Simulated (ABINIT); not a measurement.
# SrTiO3 (Tausonite): G0W0 with ABINIT, start to end, part 2 of 3

Aim: the G0W0 gap of SrTiO3 (Tausonite) on PBE with spin-orbit coupling, step by step.

ABINIT 10.8.3; PBE and many-body steps on it, plane waves. Known limits of the many-body steps: not at the basis limit; screening head approximate; coarse k mesh.

So far. Step 2 (Ground state): The gap is indirect, with the least direct gap 0.34 eV higher.

## (3) Bands along the symmetry lines

Level of this step: DFT, PBE with spin-orbit coupling, plane waves, norm-conserving pseudopotentials (ABINIT).

The cheap functional maps the bands first; the places of the edges decide which points the dearer methods must see.

run.abi

```
acell 3*1.0 Angstrom
rprim 
  3.905280000000 0.000000000000 0.000000000000
  0.000000000000 3.905280000000 0.000000000000
  0.000000000000 0.000000000000 3.905280000000
ntypat 3
znucl 38 22 8
natom 5
typat 1 2 3 3 3
xred 
  0.500000000000 0.500000000000 0.500000000000
  0.000000000000 0.000000000000 0.000000000000
  0.500000000000 0.000000000000 0.000000000000
  0.000000000000 0.500000000000 0.000000000000
  0.000000000000 0.000000000000 0.500000000000
pp_dirpath "pseudos"
pseudos "Sr.upf, Ti.upf, O.upf"
ecut 38
nspinor 2
iscf -2
irdden 1
kptopt 0
nkpt 26
kpt 
  0.00000000 0.00000000 0.00000000
  0.00000000 0.12500000 0.00000000
  0.00000000 0.25000000 0.00000000
  0.00000000 0.37500000 0.00000000
  0.00000000 0.50000000 0.00000000
  0.12500000 0.50000000 0.00000000
  0.25000000 0.50000000 0.00000000
  0.37500000 0.50000000 0.00000000
  0.50000000 0.50000000 0.00000000
  0.37500000 0.37500000 0.00000000
  0.25000000 0.25000000 0.00000000
  0.12500000 0.12500000 0.00000000
  0.00000000 0.00000000 0.00000000
  0.12500000 0.12500000 0.12500000
  0.25000000 0.25000000 0.25000000
  0.37500000 0.37500000 0.37500000
  0.50000000 0.50000000 0.50000000
  0.37500000 0.50000000 0.37500000
  0.25000000 0.50000000 0.25000000
  0.12500000 0.50000000 0.12500000
  0.00000000 0.50000000 0.00000000
  0.50000000 0.50000000 0.50000000
  0.50000000 0.50000000 0.37500000
  0.50000000 0.50000000 0.25000000
  0.50000000 0.50000000 0.12500000
  0.50000000 0.50000000 0.00000000
istwfk *1
nband 62
nbdbuf 12
tolwfr 1e-07
nstep 50
prtwf 0
prtvol 0
indata_prefix "in"
outdata_prefix "out"
tmpdata_prefix "tmp"
```

Command:

```
$ OMP_NUM_THREADS=1 mpirun -n 8 abinit run.abi > log
```

Numbers of over 12 decimals in the logs are rounded to 6 here.

What it wrote:

```text
.Version 10.8.3 of ABINIT. v10.8.2 released Aug 2026.

 Symmetries : space group Pm -3 m (#221); Bravais cP (primitive cubic)
[... echo of the input left out ...]
== DATASET  1 ==================================================================
-   mpi_nproc: 8, omp_nthreads: 1 (-1 if OMP is not activated)

--- !DatasetInfo
iteration_state: {dtset: 1, }
dimensions: {natom: 5, nkpt: 26, mband: 62, nsppol: 1, nspinor: 2, nspden: 1, mpw: 4632, }
cutoff_energies: {ecut:  38.0, pawecutdg:  -1.0, }
electrons: {nelect:   4.00000000E+01, charge:   0.00000000E+00, occopt:   1.00000000E+00, tsmear:   1.00000000E-02, }

 Real(R)+Recip(G) space primitive vectors, cartesian coordinates (Bohr,Bohr^-1):
 R(1)=  7.3799096  0.0000000  0.0000000  G(1)=  0.1355030  0.0000000  0.0000000
 R(2)=  0.0000000  7.3799096  0.0000000  G(2)=  0.0000000  0.1355030  0.0000000
 R(3)=  0.0000000  0.0000000  7.3799096  G(3)=  0.0000000  0.0000000  0.1355030
 Unit cell volume ucvol=  4.0193251E+02 bohr^3
 Angles (23,13,12)=  9.00000000E+01  9.00000000E+01  9.00000000E+01 degrees

 getcut: wavevector=  0.0000  0.0000  0.0000  ngfft=  45  45  45
         ecut(hartree)=     38.000   => boxcut(ratio)=   2.14855

--- Pseudopotential description ------------------------------------------------
- Sr Generated using ONCVPSP code by D. R. Hamann
- 38.00000  10.00000  180419                  znucl, zion, pspdat
12 -101130 2 -1 1834                          pspcod,pspxc,lmax,lloc,mmax
     nproj     2     3     3     0
     spin-orbit psp
        nprojso     4     4     0
  pspatm : epsatm=   12.84857442
         --- l  ekb(1:nproj) -->
             0    1.026883    9.950172
             1    7.397763    1.680476    0.016996
             2    4.189574    0.951429    0.000686
  spin-orbit 1    0.856679   -0.349552    0.098517   -0.000032
  spin-orbit 2    0.161616   -0.017084    0.009074   -0.000171
 pspatm: atomic psp has been read  and splines computed

- Ti Generated using ONCVPSP code by D. R. Hamann
- 22.00000  12.00000  180419                  znucl, zion, pspdat
12 -101130 2 -1 1586                          pspcod,pspxc,lmax,lloc,mmax
     nproj     2     3     2     0
     spin-orbit psp
        nprojso     4     2     0
  pspatm : epsatm=   14.68700035
         --- l  ekb(1:nproj) -->
             0    1.263104   11.361547
             1    1.974082   -0.084950   -0.000835
             2   -5.185315   -1.477180
  spin-orbit 1    0.068787   -0.038363    0.004495   -0.000209
  spin-orbit 2    0.005108    0.001970
 pspatm: atomic psp has been read  and splines computed

- O Generated using ONCVPSP code by D. R. Hamann
-  8.00000   6.00000  180423                  znucl, zion, pspdat
12 -101130 2 -1 936                           pspcod,pspxc,lmax,lloc,mmax
     nproj     2     2     2     0
     spin-orbit psp
        nprojso     2     2     0
  pspatm : epsatm=    6.19737341
         --- l  ekb(1:nproj) -->
[...]
5.8417E-01  5.8417E-01
[...]
Non-SCF case, kpt   25 (  0.50000  0.50000  0.12500), residuals and eigenvalues=
[...]
6.8428E-01  6.8482E-01
 Non-SCF case, kpt   26 (  0.50000  0.50000  0.00000), residuals and eigenvalues=
[...]
6.9576E-01  6.9723E-01

--- !ResultsGS
iteration_state: {dtset: 1, }
comment   : Summary of ground state results
lattice_vectors:
- [  7.3799096,   0.0000000,   0.0000000, ]
- [  0.0000000,   7.3799096,   0.0000000, ]
- [  0.0000000,   0.0000000,   7.3799096, ]
lattice_lengths: [   7.37991,    7.37991,    7.37991, ]
lattice_angles: [ 90.000,  90.000,  90.000, ] # degrees, (23, 13, 12)
lattice_volume:   4.0193251E+02
convergence: {deltae:  0.000E+00, res2:  0.000E+00, residm:  9.991E-08, diffor:  0.000E+00, }
etotal    :  -1.43533201E+02
entropy   :   0.00000000E+00
fermie    :   2.54930020E-01
cartesian_stress_tensor: null
pressure_GPa: null
xred      :
- [  5.0000E-01,   5.0000E-01,   5.0000E-01, Sr]
- [  0.0000E+00,   0.0000E+00,   0.0000E+00, Ti]
- [  5.0000E-01,   0.0000E+00,   0.0000E+00,  O]
- [  0.0000E+00,   5.0000E-01,   0.0000E+00,  O]
- [  0.0000E+00,   0.0000E+00,   5.0000E-01,  O]
cartesian_forces: null
force_length_stats: {min: null, max: null, mean: null, }

 Integrated electronic density in atomic spheres:
 ------------------------------------------------
 Atom  Sphere_radius  Integrated_density
[...]
================================================================================

 ----iterations are completed or convergence reached----

 Mean square residual over all n,k,spin=   49.417E-09; max=  99.907E-09
 reduced coordinates (array xred) for    5 atoms
[...]
0.000000000000      0.500000000000      0.000000000000
       0.000000000000      0.000000000000      0.500000000000

 cartesian coordinates (angstrom) at end:
[...]
4      0.000000     1.952640     0.000000
    5      0.000000     0.000000     1.952640
 length scales=  1.889726125908  1.889726125908  1.889726125908 bohr
              =  1.000000000000  1.000000000000  1.000000000000 angstroms
 prteigrs : about to open file out_EIG
 Eigenvalues (hartree) for nkpt=  26  k points:
 kpt#   1, nband= 62, wtk=  1.00000, kpt=  0.0000  0.0000  0.0000 (reduced coord)
[...]
kpt#   2, nband= 62, wtk=  1.00000, kpt=  0.0000  0.1250  0.0000 (reduced coord)
[...]
kpt#   3, nband= 62, wtk=  1.00000, kpt=  0.0000  0.2500  0.0000 (reduced coord)
[...]
kpt#  25, nband= 62, wtk=  1.00000, kpt=  0.5000  0.5000  0.1250 (reduced coord)
[...]
0.58789    0.58789    0.62854    0.62854    0.68428    0.68482
 kpt#  26, nband= 62, wtk=  1.00000, kpt=  0.5000  0.5000  0.0000 (reduced coord)
[...]
0.39480    0.39480    0.39550    0.39550    0.41215    0.41215    0.45133    0.45133
   0.54629    0.54629    0.55994    0.55994    0.56411    0.56411    0.60683    0.60683
   0.60806    0.60806    0.63147    0.63147    0.69576    0.69723

== END DATASET(S) ==============================================================
================================================================================

 -outvars: echo values of variables after computation  --------
            nband          62
             nkpt          26
          spgroup         221
 [... the other variables as echoed above ...]

 Calculation completed.
```

The job ended after 71 s (8 MPI ranks of Arm Neoverse V2, shared host; peak memory 0.79 GiB).

This step gave:

* gap: 1.874 eV
* k of the valence top: 0.5, 0.5, 0.5
* k of the conduction bottom: 0, 0, 0
* least direct gap: 2.214 eV

The gap is 1.874 eV, as in the run before at this level.

The electronic bands at the labelled points (eV, zero at the top of the highest filled band):

```tsv
point	band 37	band 38	band 39	band 40	band 41	band 42	band 43	band 44
Γ	-0.34	-0.34	-0.34	-0.34	1.87	1.87	1.87	1.87
halfway	-0.62	-0.62	-0.58	-0.58	1.96	1.96	2.93	2.93
X	-0.75	-0.75	-0.72	-0.72	2.05	2.05	3.79	3.79
halfway	-1.33	-1.33	-0.64	-0.64	3.00	3.00	3.81	3.81
M	-1.55	-1.55	-0.09	-0.09	3.81	3.81	3.83	3.83
halfway	-1.07	-1.07	-0.74	-0.74	2.90	2.90	3.04	3.04
Γ	-0.34	-0.34	-0.34	-0.34	1.87	1.87	1.87	1.87
halfway	-0.91	-0.91	-0.62	-0.62	3.37	3.37	3.42	3.42
R	0.00	0.00	0.00	0.00	4.48	4.48	4.48	4.48
halfway	-0.80	-0.80	-0.53	-0.53	3.50	3.50	4.00	4.00
X	-0.75	-0.75	-0.72	-0.72	2.05	2.05	3.79	3.79
jump to R	0.00	0.00	0.00	0.00	4.48	4.48	4.48	4.48
halfway	-0.67	-0.67	-0.05	-0.05	4.09	4.09	4.11	4.11
M	-1.55	-1.55	-0.09	-0.09	3.81	3.81	3.83	3.83
```

## (4) Empty states on the mesh, 4×4×4 mesh, 224 bands

The sums over transitions need many empty states on a uniform mesh; this step solves for them.

run.abi

```
acell 3*1.0 Angstrom
rprim 
  3.905280000000 0.000000000000 0.000000000000
  0.000000000000 3.905280000000 0.000000000000
  0.000000000000 0.000000000000 3.905280000000
ntypat 3
znucl 38 22 8
natom 5
typat 1 2 3 3 3
xred 
  0.500000000000 0.500000000000 0.500000000000
  0.000000000000 0.000000000000 0.000000000000
  0.500000000000 0.000000000000 0.000000000000
  0.000000000000 0.500000000000 0.000000000000
  0.000000000000 0.000000000000 0.500000000000
pp_dirpath "pseudos"
pseudos "Sr.upf, Ti.upf, O.upf"
ecut 38
nspinor 2
ngkpt 4 4 4
nshiftk 1
shiftk 0 0 0
kptopt 1
chksymbreak 0
iscf -2
irdden 1
istwfk *1
nband 224
nbdbuf 20
tolwfr 1e-09
nstep 60
prtvol 0
indata_prefix "in"
outdata_prefix "out"
tmpdata_prefix "tmp"
```

What it wrote:

```text
.Version 10.8.3 of ABINIT. v10.8.2 released Aug 2026.

 Symmetries : space group Pm -3 m (#221); Bravais cP (primitive cubic)
[... echo of the input left out ...]
== DATASET  1 ==================================================================
-   mpi_nproc: 8, omp_nthreads: 1 (-1 if OMP is not activated)
-    --> not optimal distribution: autoparal keyword recommended in input file <--

--- !DatasetInfo
iteration_state: {dtset: 1, }
dimensions: {natom: 5, nkpt: 10, mband: 224, nsppol: 1, nspinor: 2, nspden: 1, mpw: 4632, }
cutoff_energies: {ecut:  38.0, pawecutdg:  -1.0, }
electrons: {nelect:   4.00000000E+01, charge:   0.00000000E+00, occopt:   1.00000000E+00, tsmear:   1.00000000E-02, }

 Real(R)+Recip(G) space primitive vectors, cartesian coordinates (Bohr,Bohr^-1):
 R(1)=  7.3799096  0.0000000  0.0000000  G(1)=  0.1355030  0.0000000  0.0000000
 R(2)=  0.0000000  7.3799096  0.0000000  G(2)=  0.0000000  0.1355030  0.0000000
 R(3)=  0.0000000  0.0000000  7.3799096  G(3)=  0.0000000  0.0000000  0.1355030
 Unit cell volume ucvol=  4.0193251E+02 bohr^3
 Angles (23,13,12)=  9.00000000E+01  9.00000000E+01  9.00000000E+01 degrees

 getcut: wavevector=  0.0000  0.0000  0.0000  ngfft=  45  45  45
         ecut(hartree)=     38.000   => boxcut(ratio)=   2.14855

--- Pseudopotential description ------------------------------------------------
- Sr Generated using ONCVPSP code by D. R. Hamann
- 38.00000  10.00000  180419                  znucl, zion, pspdat
12 -101130 2 -1 1834                          pspcod,pspxc,lmax,lloc,mmax
     nproj     2     3     3     0
     spin-orbit psp
        nprojso     4     4     0
  pspatm : epsatm=   12.84857442
         --- l  ekb(1:nproj) -->
             0    1.026883    9.950172
             1    7.397763    1.680476    0.016996
             2    4.189574    0.951429    0.000686
  spin-orbit 1    0.856679   -0.349552    0.098517   -0.000032
  spin-orbit 2    0.161616   -0.017084    0.009074   -0.000171
 pspatm: atomic psp has been read  and splines computed

- Ti Generated using ONCVPSP code by D. R. Hamann
- 22.00000  12.00000  180419                  znucl, zion, pspdat
12 -101130 2 -1 1586                          pspcod,pspxc,lmax,lloc,mmax
     nproj     2     3     2     0
     spin-orbit psp
        nprojso     4     2     0
  pspatm : epsatm=   14.68700035
         --- l  ekb(1:nproj) -->
             0    1.263104   11.361547
             1    1.974082   -0.084950   -0.000835
             2   -5.185315   -1.477180
  spin-orbit 1    0.068787   -0.038363    0.004495   -0.000209
  spin-orbit 2    0.005108    0.001970
 pspatm: atomic psp has been read  and splines computed

- O Generated using ONCVPSP code by D. R. Hamann
-  8.00000   6.00000  180423                  znucl, zion, pspdat
12 -101130 2 -1 936                           pspcod,pspxc,lmax,lloc,mmax
     nproj     2     2     2     0
     spin-orbit psp
[...]
prteigrs : about to open file out_EIG
 Non-SCF case, kpt    1 (  0.00000  0.00000  0.00000), residuals and eigenvalues=
  1.02E-10  1.51E-10  1.49E-10  6.08E-10  2.94E-10  4.16E-10  1.64E-10  4.37E-10
  6.93E-10  9.45E-10  1.42E-10  2.86E-10  1.00E-10  1.31E-10  1.87E-10  2.52E-10
  2.86E-10  4.17E-10  1.96E-10  2.93E-10  5.14E-10  5.04E-10  3.23E-10  7.00E-10
[...]
-1.8184E+00 -1.8184E+00 -9.6265E-01 -9.6265E-01 -9.4715E-01 -9.4715E-01
 -9.3861E-01 -9.3861E-01 -9.3861E-01 -9.3861E-01 -3.8324E-01 -3.8324E-01
 -3.4716E-01 -3.4716E-01 -3.4716E-01 -3.4716E-01 -3.1394E-01 -3.1394E-01
[...]
2.6396E+00  2.6396E+00  2.6396E+00  2.6396E+00  2.6396E+00  2.6396E+00
  2.7939E+00  2.7944E+00  2.7968E+00  2.7968E+00  2.7971E+00  2.7978E+00
  2.8597E+00  2.8641E+00
 prteigrs : prtvol=0 or 1, do not print more k-points.

--- !ResultsGS
iteration_state: {dtset: 1, }
comment   : Summary of ground state results
lattice_vectors:
- [  7.3799096,   0.0000000,   0.0000000, ]
- [  0.0000000,   7.3799096,   0.0000000, ]
- [  0.0000000,   0.0000000,   7.3799096, ]
lattice_lengths: [   7.37991,    7.37991,    7.37991, ]
lattice_angles: [ 90.000,  90.000,  90.000, ] # degrees, (23, 13, 12)
lattice_volume:   4.0193251E+02
convergence: {deltae:  0.000E+00, res2:  0.000E+00, residm:  9.991E-10, diffor:  0.000E+00, }
etotal    :  -1.43533201E+02
entropy   :   0.00000000E+00
fermie    :   2.54930020E-01
cartesian_stress_tensor: null
pressure_GPa: null
xred      :
- [  5.0000E-01,   5.0000E-01,   5.0000E-01, Sr]
- [  0.0000E+00,   0.0000E+00,   0.0000E+00, Ti]
- [  5.0000E-01,   0.0000E+00,   0.0000E+00,  O]
- [  0.0000E+00,   5.0000E-01,   0.0000E+00,  O]
- [  0.0000E+00,   0.0000E+00,   5.0000E-01,  O]
cartesian_forces: null
force_length_stats: {min: null, max: null, mean: null, }

 Integrated electronic density in atomic spheres:
 ------------------------------------------------
 Atom  Sphere_radius  Integrated_density
[...]
================================================================================

 ----iterations are completed or convergence reached----

 Mean square residual over all n,k,spin=   40.024E-11; max=  99.914E-11
 reduced coordinates (array xred) for    5 atoms
[...]
0.000000000000      0.500000000000      0.000000000000
       0.000000000000      0.000000000000      0.500000000000

 cartesian coordinates (angstrom) at end:
[...]
4      0.000000     1.952640     0.000000
    5      0.000000     0.000000     1.952640
 length scales=  1.889726125908  1.889726125908  1.889726125908 bohr
              =  1.000000000000  1.000000000000  1.000000000000 angstroms
 prteigrs : about to open file out_EIG
 Eigenvalues (hartree) for nkpt=  10  k points:
 kpt#   1, nband=224, wtk=  0.01563, kpt=  0.0000  0.0000  0.0000 (reduced coord)
[...]
2.60711    2.60711    2.63958    2.63958    2.63958    2.63958    2.63964    2.63964
   2.79394    2.79441    2.79678    2.79682    2.79712    2.79780    2.85975    2.86410
 prteigrs : prtvol=0 or 1, do not print more k-points.

== END DATASET(S) ==============================================================
================================================================================

 -outvars: echo values of variables after computation  --------
            nband         224
             nkpt          10
          spgroup         221
 [... the other variables as echoed above ...]

 Calculation completed.
```

Run time: 3.2 min. Hardware: 8 MPI ranks; peak memory 0.97 GiB; 26 min of CPU time.

This step gave:

```yaml
gap: 1.874 eV
k_of_the_valence_top: 0.5, 0.5, 0.5
k_of_the_conduction_bottom: 0, 0, 0
least_direct_gap: 2.214 eV
k_points_computed: 10
lowest_point_of_the_top_converged_band_above_the_valence_top: 61.0294 eV
```

On this mesh the gap is 1.874 eV.

## (5) Screening, 4×4×4 mesh, 204 bands, screening to 133.3 eV

The RPA dielectric matrix is built and inverted for each q.

This step: RPA screening on PBE with spin-orbit coupling, plane waves, norm-conserving pseudopotentials.

Edit run.abi of step 4 so:

```diff
@@ -24,10 +24,11 @@
 chksymbreak 0
-iscf -2
-irdden 1
 istwfk *1
-nband 224
-nbdbuf 20
-tolwfr 1e-09
-nstep 60
-prtvol 0
+occopt 1
+irdwfk 1
+optdriver 3
+nband 204
+ecuteps 4.9
+inclvkb 0
+awtr 1
+symchi 1
 indata_prefix "in"
```

What it wrote:

```text
.Version 10.8.3 of ABINIT. v10.8.2 released Aug 2026.

 Symmetries : space group Pm -3 m (#221); Bravais cP (primitive cubic)
[... echo of the input left out ...]
== DATASET  1 ==================================================================
-   mpi_nproc: 8, omp_nthreads: 1 (-1 if OMP is not activated)

--- !DatasetInfo
iteration_state: {dtset: 1, }
dimensions: {natom: 5, nkpt: 10, mband: 204, nsppol: 1, nspinor: 2, nspden: 1, mpw: 4632, }
cutoff_energies: {ecut:  38.0, pawecutdg:  -1.0, }
electrons: {nelect:   4.00000000E+01, charge:   0.00000000E+00, occopt:   1.00000000E+00, tsmear:   1.00000000E-02, }

 SCREENING: Calculation of the susceptibility and dielectric matrices

 Based on a program developped by R.W. Godby, V. Olevano, G. Onida, and L. Reining.
 Incorporated in ABINIT by V. Olevano, G.-M. Rignanese, and M. Torrent.
.Using double precision arithmetic ; gwpc =  8

[... cell and pseudopotentials left out ...]
--------------------------------------------------------------------------------

 ==== K-mesh for the wavefunctions ====
 Number of points in the irreducible wedge :    10
[... list of points left out ...]
 Together with 48 symmetry operations and time-reversal symmetry
 yields    64 points in the full Brillouin Zone.

 ==== Q-mesh for the screening function ====
 Number of points in the irreducible wedge :    10
[... list of points left out ...]
 Together with 48 symmetry operations and time-reversal symmetry
 yields    64 points in the full Brillouin Zone.

 setmesh: FFT mesh size selected  =    27x   27x   27
          total number of points  =        19683

 vcoul_init : cutoff-mode = AUXILIARY_FUNCTION
 q-points for optical limit:   1
     1)      0.000010    0.000020    0.000030

- screening: taking advantage of time-reversal symmetry
- Maximum band index for partially occupied states nbvw = 40
- Remaining bands to be divided among processors   nbcw = 164
- Number of bands treated by each node ~20

 Number of electrons calculated from density =   40.0000; Expected =   40.0000
 average of density, n =  0.099519
 r_s =    1.3387
 omega_plasma =   30.4305 [eV]

 calculating chi0 at frequencies [eV] :
  1    0.000000E+00    0.000000E+00
  2    0.000000E+00    3.043050E+01

--------------------------------------------------------------------------------
  q-point number  1        q = ( 0.000000, 0.000000, 0.000000) [r.l.u.]
--------------------------------------------------------------------------------
[... chi0 elements left out ...]
 For q-point:  0.000010 0.000020 0.000030
  dielectric constant =   7.5099
  dielectric constant without local fields =   7.9646

  Average fulfillment of the sum rule on Im[epsilon] for q-point    1 :     58.76  [%]
[... wings left out ...]
  q-point number  2        q = ( 0.250000, 0.000000, 0.000000) [r.l.u.]
--------------------------------------------------------------------------------
[... chi0 elements left out ...]
  Average fulfillment of the sum rule on Im[epsilon] for q-point    2 :     71.61  [%]

 [... 8 further q-points ...]
```

Wall time 3.4 min (8 MPI ranks); peak memory 4.2 GiB.

This step gave:

| Quantity | Value |
| --- | --- |
| ε∞ with local fields, on this mesh, along the program's q direction | 7.510 |
| the same without local fields | 7.965 |
| plasma frequency | 30.43 eV |
| plane waves in the screening matrix | 203 |

Local fields lower ε∞ by 6 %. On a Γ-centred mesh this coarse the value itself is usually too large, while a short band sum pulls it down.

(Part 2 of 3 ends here.)

[Paths, hosts, dates, memory and timing lines, banners, echoed tables and standing remarks are left out of the program output.]

[Logs are printed without paths, hosts, clocks, repeated set-up lines and the standing remarks that a program may print on its own settings, such as how far it seeks lower states.]

[Runs of the session that timed out or met a known fault of the program may be left out.]

[Hosts, paths, dates, database ids (printed as entryN), source tags and the programs' standing remarks are cut or masked in the printed files.]

[G0W0 gaps are taken among the corrected bands and points alone; a level outside them can change the order at an edge.]

[Where Ansatz stands beside ABINIT at settings called matched, ABINIT's density can come from a denser mesh and the files from another edition; pairs whose starting gaps differed by over 0.03 eV were left out, so agreement reads better than it is.]
